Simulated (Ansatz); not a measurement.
# Phonons of CaO (Lime, Fm-3m) against volume, part 2 of 3

Wanted: Grüneisen parameters and pressure coefficients of the modes of CaO (Lime, Fm-3m).

Ansatz 0.2.0; DFT LDA, scalar-relativistic, plane waves, PAW; PAW set soft_1.

So far. Step 3 (Tight relaxation): The forces vanish by symmetry and the pressure is -0.003 GPa, within the tolerances set. The cell now holds 13.04 Å³/atom.

**4. Zone-centre response at rest**

The modes at rest are the reference of the series, and the response to a field gives the dielectric tensor and the Born charges.

The input, input.yaml:

```yaml
crystal:
  lattice:
    - [0.0, 2.3536805544, 2.3536805544]
    - [2.3536805544, 0.0, 2.3536805544]
    - [2.3536805544, 2.3536805544, 0.0]
  atoms:
    - { symbol: O, position: [0.5, 0.5, 0.5] }
    - { symbol: Ca, position: [0.0, 0.0, 0.0] }
kpoints:
  mp_grid: { grid: [8, 8, 8] }
hamiltonian:
  xc: lda
  pseudopotentials: { kind: paw, azcp: { folder: soft_1 }, xc_functional: pbe }
scf:
  occupations: { method: fixed }
output:
  eigenvalues: true
phonons:
  method: dfpt
  dielectric: true
  rigid_motions: translations
  raman: true
```

The run is started by

```console
ansatz run input.yaml --threads 4 --pin off --max-ram 10240MiB --backend cpu --events-out ev --progress --plain --runs-dir out
```

Numbers of over 12 decimals in the logs are rounded to 6 here.

What it wrote:

```text
[...]
Crystal: 2 atoms, lattice volume = 26.078 Å³
Basis set: ecut = 420 eV, 531 PW (Γ), exchange–correlation on 48×48×48 points (8 copies of the dense FFT grid, shifted against one another)
Bands: 12, of which v1, the nominal top of the filled ones, is band 8 counted from 1 (7 counted from 0)
Symmetry: 48 space group operations
k-points: 59 of 512 (irreducible under 8 space group operations, time reversal used)
[...]
SCF iter   1: F=—  HF=-2332.354627 eV  |F-HF|=—  |Δ(HF+E_count)|=         —  Δρ=1.11e-1  dr2=2.89e0  ethr=3.10e-3  ⟨swp⟩=4.0  Hψ=4151  notcnv=0  defer=6
[...]
SCF iter   9: F=-2331.648079 eV  HF=-2331.648079 eV  |F-HF|=2.27e-12  |Δ(HF+E_count)|=  1.64e-11  Δρ=1.01e-7  dr2=2.87e-12  ethr=1.00e-12  ⟨swp⟩=7.2  Hψ=4284  notcnv=0
SCF 1 converged in 9 iterations: F = -2331.648079 eV  dr2 = 2.87e-12
[...]
DFPT response loops at Γ: preconditioner auto → none (the input reference at scf.mixing.eps_inf says where Resta's filter doesn't serve); β = 0.50; Broyden in place of MSR1
── the response to a field inside a basis, on 8×8×8 k-points: an SCF that follows is theirs, and a resumed run solves both again ──
Bands: 9, of which v1, the nominal top of the filled ones, is band 8 counted from 1 (7 counted from 0)
k-points: 60 of 512 (irreducible under 12 space group operations)
[...]
Eigensolver: Dense (60 Hₖ)
SCF iter   1: F=—  HF=-2331.649956 eV  |F-HF|=—  |Δ(HF+E_count)|=         —  Δρ=5.84e-4  dr2=1.29e-5  ethr=1.00e-1
[...]
SCF iter   6: F=-2331.649953 eV  HF=-2331.649953 eV  |F-HF|=4.55e-13  |Δ(HF+E_count)|=  3.00e-11  Δρ=1.09e-7  dr2=9.90e-13  ethr=2.68e-12
SCF 1 converged in 6 iterations: F = -2331.649953 eV  dr2 = 9.90e-13
[...]
SCF converged after 9 iterations
Free energy (F): -2331.648079 eV
[...]
Internal energy: -2331.648079 eV  (E = F + TS)
E sigma→0 (E₀):  -2331.648079 eV
Fermi energy:    8.007815 eV
[...]
--- Band table (eV; the first three rows and the last of 59) ---
  k-point 0: bands = [... 4 lower, -7.3202, 8.0078, 8.0078, 8.0078, 13.0990, 14.2775, 14.2775, 14.2775]
  k-point 1: bands = [... 4 lower, -7.0142, 7.4393, 7.7681, 7.7681, 13.7918, 14.2416, 14.5682, 14.5682]
  k-point 2: bands = [... 4 lower, -6.4388, 6.3622, 7.2602, 7.2602, 14.3292, 15.2787, 15.3343, 15.3343]
  k-point 58: bands = [... 4 lower, -6.5413, 6.5980, 6.9379, 6.9379, 14.3960, 14.3960, 16.8291, 17.9781]
--- Phonons (Γ-DFPT): 2 representative perturbations + reference, on 59 of 512 k-points (Σ response iterations 7) ---
  k mesh reduced under 8 symmetry operations, with k and −k counted as one. Each operation leaves every solved perturbation unchanged. A smaller set is not considered because the run solves the response to a homogeneous field
  ASR residual: 7.746e-5 → 0.000e0 eV/Å²; symmetrization residual: 6.802e-8 eV/Å²
  ASR residual per site (eV/Å²): 7.75e-5 1.11e-5
  Γ frequencies (cm⁻¹): 0.00 0.00 0.00 290.66 290.66 290.66
  ε∞ (high-frequency dielectric tensor):
        3.881456     0.000000     0.000000
        0.000000     3.881456    -0.000000
        0.000000    -0.000000     3.881456
  ε⁰ (static dielectric tensor: ions relaxed, cell fixed):
       14.897737     0.000000     0.000000
        0.000000    14.897737    -0.000000
        0.000000    -0.000000    14.897737
  ε⁰ − ε∞ (ionic part):
       11.016280     0.000000     0.000000
        0.000000    11.016280    -0.000000
        0.000000    -0.000000    11.016280
  softest optical mode at Γ: 290.66 cm⁻¹; the repairs (sum rule, projections) moved no ω² at Γ by more than (1.15 cm⁻¹)²
  Born effective charges Z* (e; rows j = field, columns β = displacement):
    site 0:
        -2.37484    0.00000   -0.00000
        -0.00000   -2.37484    0.00000
        -0.00000   -0.00000   -2.37484
    site 1:
         2.37484   -0.00000    0.00000
         0.00000    2.37484   -0.00000
         0.00000    0.00000    2.37484
  Z* charge neutrality: 2.518e-4 e pre-enforcement
  solved inside a basis spanned on kpoints, on 8×8×8 k-points: ε∞ is read to err by 8.7e-3, Z* by 1.1e-2 e (field_mesh: kpoints solves on kpoints); Z* is corrected for what the basis lacks
  Raman tensors (in the event stream and the table raman_tensors.tsv): an entry may err by 2.3e-4 Å², one of the second-order susceptibility by 7.7e-20 pm/V (basis, points and sum rule); their sum over the sites missed zero by 4.544e-22 Å² ahead of its enforcement
  optical modes at Γ without the LO–TO term, one row a degenerate level:
      ω (cm⁻¹)  modes    IR ((D/Å)²/amu)  static Raman (Å⁴/amu)  depolarisation
        290.66      3            34.1380                 0.0000               —
  optical modes at Γ + LO–TO along q̂ = [1.0000, 0.0000, 0.0000]:
      ω (cm⁻¹)  modes    IR ((D/Å)²/amu)  static Raman (Å⁴/amu)  depolarisation
        290.66      2            22.7587                 0.0000               —
        569.44      1            11.3793                 0.0000               —
  optical modes at Γ + LO–TO along q̂ = [0.0000, 1.0000, 0.0000]:
      ω (cm⁻¹)  modes    IR ((D/Å)²/amu)  static Raman (Å⁴/amu)  depolarisation
        290.66      2            22.7587                 0.0000               —
        569.44      1            11.3793                 0.0000               —
  optical modes at Γ + LO–TO along q̂ = [0.0000, 0.0000, 1.0000]:
      ω (cm⁻¹)  modes    IR ((D/Å)²/amu)  static Raman (Å⁴/amu)  depolarisation
        290.66      2            22.7587                 0.0000               —
        569.44      1            11.3793                 0.0000               —
```

The job ended after 7.3 s (4 threads of AMD EPYC 9B45 (Zen 5), shared host; peak memory 0.6 GiB).

Reading the cycles: dr2 is the Hartree energy of the density residual (eV), the measure of convergence; HF is the Harris–Foulkes estimate of the energy, which meets the free energy F at convergence.

This step gave:

```yaml
sum_rule_residual_before_enforcement: 7.75e-5 eV/Å²
miss_of_the_charge_sum_rule: 2.52e-4 e
estimated_error_of_the_dielectric_tensor: 0.008695
estimated_error_of_the_born_charges: 0.01065 e
point_group: m-3m
highest_optical_mode_at_the_zone_centre_no_lo_to_term: 290.7 cm⁻¹
lowest_optical_zone_centre_mode: 290.7 cm⁻¹
mean_high_frequency_dielectric_constant: 3.882
largest_born_charge_third_of_the_trace: -2.375 e
mean_static_dielectric_constant: 14.90
top_of_the_zone_centre_spectrum_with_the_field: 569.4 cm⁻¹
```

Without the LO-TO term. Patterns of degenerate modes are one choice out of their space. Modes at Γ, with each element's share of the kinetic energy:

```
mode  frequency (cm⁻¹)  symmetry  O %  Ca %
   1               0.0  acoustic   29    71
   2               0.0  acoustic   29    71
   3               0.0  acoustic   29    71
   4             290.7       T1u   71    29
   5             290.7       T1u   71    29
   6             290.7       T1u   71    29
```

Displacements in mode 4 (290.7 cm⁻¹), the largest set to 1:
```
O1   0.00  1.00 -0.01
Ca2  0.00 -0.40  0.00
```

Optical modes at the zone centre, without and with the macroscopic field of the longitudinal modes; each column is sorted by frequency, so a row need not hold one and the same mode. Modes with and without the field, by row:

```
rank among optical modes  no field (cm⁻¹)  q along (1, 0, 0) (cm⁻¹)
                       1            290.7                     290.7
                       2            290.7                     290.7
                       3            290.7                     569.4
```

Born charge (rows field, columns displacement) (e), principal values of the symmetric part by kind of site:

```
atom  atoms with these values    low  middle   high   mean
  O1                        1  -2.37   -2.37  -2.37  -2.37
 Ca2                        1   2.37    2.37   2.37   2.37
```

In full for Ca2:

```
2.37 0.00 0.00
0.00 2.37 0.00
0.00 0.00 2.37
```

High-frequency dielectric tensor:

```
3.88 0.00 0.00
0.00 3.88 0.00
0.00 0.00 3.88
```

Static dielectric tensor (ions relaxed, fixed cell):

```
14.90  0.00  0.00
 0.00 14.90  0.00
 0.00  0.00 14.90
```

Transverse modes. Infrared lines, with heights relative to the strongest:

```
position (cm⁻¹)  label  relative intensity
            291    T1u                 100
```

Before it was imposed, the acoustic sum rule was missed by 7.7e-5 eV/Å² and the charge sum rule by 2.5e-4 e. Small misses are needed for a sound result but don't prove that mesh and cutoff are converged. The lowest optical mode is real, 291 cm⁻¹.

**5. Ground state of a member: 1.06 times the volume at rest**

The cell is set to 1.06 times the volume at rest; symmetry leaves nothing else free, so this is a single point.

input.yaml, the sections that differ from step 4:

```yaml
crystal:
  lattice:
    - [0.0, 2.3998428732, 2.3998428732]
    - [2.3998428732, 0.0, 2.3998428732]
    - [2.3998428732, 2.3998428732, 0.0]
  atoms:
    - { symbol: O, position: [0.5, 0.5, 0.5] }
    - { symbol: Ca, position: [0.0, 0.0, 0.0] }
output:
  forces: true
  stress: true
  eigenvalues: true
# kpoints, hamiltonian, scf: as in step 4
# phonons: removed
```

What it wrote:

```text
[...]
Crystal: 2 atoms, lattice volume = 27.643 Å³
Basis set: ecut = 420 eV, 537 PW (Γ)
Bands: 12, of which v1, the nominal top of the filled ones, is band 8 counted from 1 (7 counted from 0)
Symmetry: 48 space group operations
[...]
k-points: 29 of 512
[...]
SCF iter   1: F=—  HF=-2332.394608 eV  |F-HF|=—  |Δ(HF+E_count)|=         —  Δρ=1.14e-1  dr2=3.31e0  ethr=3.10e-3  ⟨swp⟩=4.1  Hψ=2026  notcnv=0  defer=3
[...]
SCF iter   8: F=-2331.614066 eV  HF=-2331.614066 eV  |F-HF|=5.18e-11  |Δ(HF+E_count)|=   1.93e-9  Δρ=4.38e-7  dr2=7.02e-11  ethr=1.62e-11  ⟨swp⟩=1.0  Hψ=1032  notcnv=0
SCF 1 converged in 8 iterations: F = -2331.614066 eV  dr2 = 7.02e-11
[...]
SCF converged after 8 iterations
Free energy (F): -2331.614066 eV
[...]
Internal energy: -2331.614066 eV  (E = F + TS)
E sigma→0 (E₀):  -2331.614066 eV
Fermi energy:    7.339313 eV
[...]
--- Stress (GPa, compression-positive) ---
       -6.612161       0.000000      -0.000000
       -0.000000      -6.612161      -0.000000
        0.000000      -0.000000      -6.612161
  P = ⅓ Tr σ = -6.6122 GPa (-66.122 kbar)
--- Band table (eV; the first three rows and the last of 29) ---
  k-point 0: bands = [... 4 lower, -7.8768, 7.3393, 7.3393, 7.3393, 11.9390, 13.4764, 13.4764, 13.4764]
  k-point 1: bands = [... 4 lower, -7.6430, 6.7881, 7.1235, 7.1235, 12.6276, 13.4318, 13.7468, 13.7468]
  k-point 2: bands = [... 4 lower, -7.1712, 5.7623, 6.6624, 6.6624, 13.4898, 14.0910, 14.4581, 14.4581]
  k-point 28: bands = [... 4 lower, -7.2185, 6.0247, 6.2636, 6.2636, 13.5573, 13.5573, 15.7449, 16.9117]
```

Elapsed: 0.17 s, on 4 threads; peak memory 0.32 GiB; 0.38 s of CPU time.

This step gave:

| Item | Value |
| --- | --- |
| pressure | -6.612 GPa |
| gap on the k-mesh | 3.483 eV |
| volume per atom | 13.82 Å³ |

The forces vanish by symmetry, at a pressure of -6.61 GPa.

**6. Zone-centre modes of the member: 1.06 times the volume at rest**

The zone-centre modes follow for 1.06 times the volume at rest, with the response to a field.

input.yaml: that of step 5 with these lines changed.

```diff
@@ -16,4 +16,6 @@
 output:
-  forces: true
-  stress: true
   eigenvalues: true
+phonons:
+  method: dfpt
+  dielectric: true
+  rigid_motions: translations
```

What it wrote:

```text
[...]
Crystal: 2 atoms, lattice volume = 27.643 Å³
Basis set: ecut = 420 eV, 537 PW (Γ), exchange–correlation on 48×48×48 points (8 copies of the dense FFT grid, shifted against one another)
Bands: 12, of which v1, the nominal top of the filled ones, is band 8 counted from 1 (7 counted from 0)
Symmetry: 48 space group operations
k-points: 59 of 512 (irreducible under 8 space group operations, time reversal used)
[...]
SCF iter   1: F=—  HF=-2332.394682 eV  |F-HF|=—  |Δ(HF+E_count)|=         —  Δρ=1.15e-1  dr2=3.31e0  ethr=3.10e-3  ⟨swp⟩=4.2  Hψ=4152  notcnv=0  defer=5
[...]
SCF iter   8: F=-2331.614067 eV  HF=-2331.614067 eV  |F-HF|=2.41e-11  |Δ(HF+E_count)|=   1.59e-9  Δρ=3.91e-7  dr2=4.10e-11  ethr=1.00e-12  ⟨swp⟩=7.4  Hψ=4338  notcnv=0
SCF 1 converged in 8 iterations: F = -2331.614067 eV  dr2 = 4.10e-11
[...]
Bands: 9, of which v1, the nominal top of the filled ones, is band 8 counted from 1 (7 counted from 0)
k-points: 60 of 512 (irreducible under 12 space group operations)
[...]
Eigensolver: Dense (60 Hₖ)
SCF iter   1: F=—  HF=-2331.615783 eV  |F-HF|=—  |Δ(HF+E_count)|=         —  Δρ=5.55e-4  dr2=1.27e-5  ethr=1.00e-1
[...]
SCF iter   4: F=-2331.615780 eV  HF=-2331.615780 eV  |F-HF|=1.31e-9  |Δ(HF+E_count)|=   9.43e-7  Δρ=1.39e-5  dr2=1.56e-8  ethr=2.64e-8
SCF 1 converged in 4 iterations: F = -2331.615780 eV  dr2 = 1.56e-8
[...]
SCF converged after 8 iterations
Free energy (F): -2331.614067 eV
[...]
Internal energy: -2331.614067 eV  (E = F + TS)
E sigma→0 (E₀):  -2331.614067 eV
Fermi energy:    7.339316 eV
[...]
--- Band table (eV; the first three rows and the last of 59) ---
  k-point 0: bands = [... 4 lower, -7.8768, 7.3393, 7.3393, 7.3393, 11.9390, 13.4764, 13.4764, 13.4764]
  k-point 1: bands = [... 4 lower, -7.6430, 6.7881, 7.1235, 7.1235, 12.6276, 13.4318, 13.7468, 13.7468]
  k-point 2: bands = [... 4 lower, -7.1712, 5.7623, 6.6624, 6.6624, 13.4898, 14.0910, 14.4581, 14.4581]
  k-point 58: bands = [... 4 lower, -7.2185, 6.0247, 6.2636, 6.2636, 13.5573, 13.5573, 15.7449, 16.9117]
[...]
ASR residual: 3.092e-4 → 0.000e0 eV/Å²; symmetrization residual: 2.386e-7 eV/Å²
  ASR residual per site (eV/Å²): 1.06e-4 3.09e-4
  Γ frequencies (cm⁻¹): 0.00 0.00 0.00 247.24 247.24 247.24
  ε∞ (high-frequency dielectric tensor):
        3.848843     0.000000     0.000000
        0.000000     3.848843     0.000000
        0.000000     0.000000     3.848843
  ε⁰ (static dielectric tensor: ions relaxed, cell fixed):
       17.950270    -0.000000     0.000000
       -0.000000    17.950270    -0.000000
        0.000000    -0.000000    17.950270
  ε⁰ − ε∞ (ionic part):
       14.101427    -0.000000     0.000000
       -0.000000    14.101427    -0.000000
        0.000000    -0.000000    14.101427
[...]
Born effective charges Z* (e; rows j = field, columns β = displacement):
    site 0:
        -2.35304    0.00000   -0.00000
        -0.00000   -2.35304    0.00000
        -0.00000    0.00000   -2.35304
    site 1:
         2.35304   -0.00000    0.00000
         0.00000    2.35304   -0.00000
         0.00000   -0.00000    2.35304
  Z* charge neutrality: 6.336e-4 e pre-enforcement
  solved inside a basis spanned on kpoints, on 8×8×8 k-points, its susceptibility summed on 12×12×12: ε∞ is read to err by 8.8e-3, Z* by 1.1e-2 e (field_mesh: kpoints solves on kpoints); Z* is corrected for what the basis lacks
  optical modes at Γ without the LO–TO term, one row a degenerate level:
      ω (cm⁻¹)  modes    IR ((D/Å)²/amu)
        247.24      3            33.5140
  optical modes at Γ + LO–TO along q̂ = [1.0000, 0.0000, 0.0000]:
      ω (cm⁻¹)  modes    IR ((D/Å)²/amu)
        247.24      2            22.3427
        533.93      1            11.1713
  optical modes at Γ + LO–TO along q̂ = [0.0000, 1.0000, 0.0000]:
      ω (cm⁻¹)  modes    IR ((D/Å)²/amu)
        247.24      2            22.3427
        533.93      1            11.1713
  optical modes at Γ + LO–TO along q̂ = [0.0000, 0.0000, 1.0000]:
      ω (cm⁻¹)  modes    IR ((D/Å)²/amu)
        247.24      2            22.3427
        533.93      1            11.1713
```

The job ended after 2.6 s (4 threads; peak memory 0.45 GiB).

This step gave:

```yaml
sum_rule_residual_before_enforcement: 3.09e-4 eV/Å²
miss_of_the_charge_sum_rule: 6.34e-4 e
estimated_error_of_the_dielectric_tensor: 0.008762
estimated_error_of_the_born_charges: 0.01096 e
highest_optical_mode_at_the_zone_centre_no_lo_to_term: 247.2 cm⁻¹
lowest_optical_zone_centre_mode: 247.2 cm⁻¹
mean_high_frequency_dielectric_constant: 3.849
largest_born_charge_third_of_the_trace: -2.353 e
mean_static_dielectric_constant: 17.95
top_of_the_zone_centre_spectrum_with_the_field: 533.9 cm⁻¹
```

Without the LO-TO term. Patterns of degenerate modes are one choice out of their space. The modes at Γ (shares of kinetic energy by element, %):

```
mode  frequency (cm⁻¹)  symmetry  O %  Ca %
   1               0.0  acoustic   29    71
   2               0.0  acoustic   29    71
   3               0.0  acoustic   29    71
   4             247.2       T1u   71    29
   5             247.2       T1u   71    29
   6             247.2       T1u   71    29
```

Transverse modes. Infrared lines, with heights relative to the strongest:

```
position (cm⁻¹)  label  relative intensity
            247    T1u                 100
```

The optical mode without the LO-TO term lies at 247.2 cm⁻¹.

For the highest optical mode at the zone centre (no LO-TO term), step 4 gave 291 cm⁻¹; this run, with volume ratio 1.06, gives 247 cm⁻¹ (-15 %).

**7. Ground state of a member: 0.9 times the volume at rest**

The cell is set to 0.9 times the volume at rest; symmetry leaves nothing else free, so this is a single point.

input.yaml, the sections that differ from step 6:

```yaml
crystal:
  lattice:
    - [0.0, 2.27245359, 2.27245359]
    - [2.27245359, 0.0, 2.27245359]
    - [2.27245359, 2.27245359, 0.0]
  atoms:
    - { symbol: O, position: [0.5, 0.5, 0.5] }
    - { symbol: Ca, position: [0.0, 0.0, 0.0] }
output:
  forces: true
  stress: true
  eigenvalues: true
# kpoints, hamiltonian, scf: as in step 6
# phonons: removed
```

What it wrote:

```text
[...]
Crystal: 2 atoms, lattice volume = 23.470 Å³
Basis set: ecut = 420 eV, 459 PW (Γ)
Bands: 12, of which v1, the nominal top of the filled ones, is band 8 counted from 1 (7 counted from 0)
Symmetry: 48 space group operations
[...]
k-points: 29 of 512
[...]
--- Band table (eV; the first three rows and the last of 29) ---
  k-point 0: bands = [... 4 lower, -6.1970, 9.3318, 9.3318, 9.3318, 15.4012, 15.8114, 15.8114, 15.8114]
  k-point 1: bands = [... 4 lower, -5.6971, 8.7285, 9.0411, 9.0411, 15.7525, 16.1417, 16.1417, 16.1422]
  k-point 2: bands = [... 4 lower, -4.9088, 7.5535, 8.4346, 8.4346, 15.9337, 17.0155, 17.0155, 17.6338]
  k-point 28: bands = [... 4 lower, -5.1372, 7.7299, 8.3064, 8.3064, 16.0105, 16.0105, 18.9399, 20.0337]
[key lines of the parts left out:]
SCF converged after 7 iterations
Free energy (F): -2331.521219 eV
Fermi energy:    9.331814 eV
P = ⅓ Tr σ = 17.1265 GPa (171.265 kbar)
```

Elapsed: 0.17 s, on 4 threads; peak memory 0.31 GiB.

Numbers from this step:

- pressure: 17.13 GPa
- gap on the k-mesh: 3.337 eV
- volume per atom: 11.74 Å³

The forces vanish by symmetry, at a pressure of 17.13 GPa.

(Part 2 of 3 ends here.)

[Logs are printed without paths, hosts, clocks, repeated set-up lines and the standing remarks that a program may print on its own settings, such as how far it seeks lower states.]

[Hosts, paths, dates, database ids (printed as entryN), source tags and the programs' standing remarks are cut or masked in the printed files.]
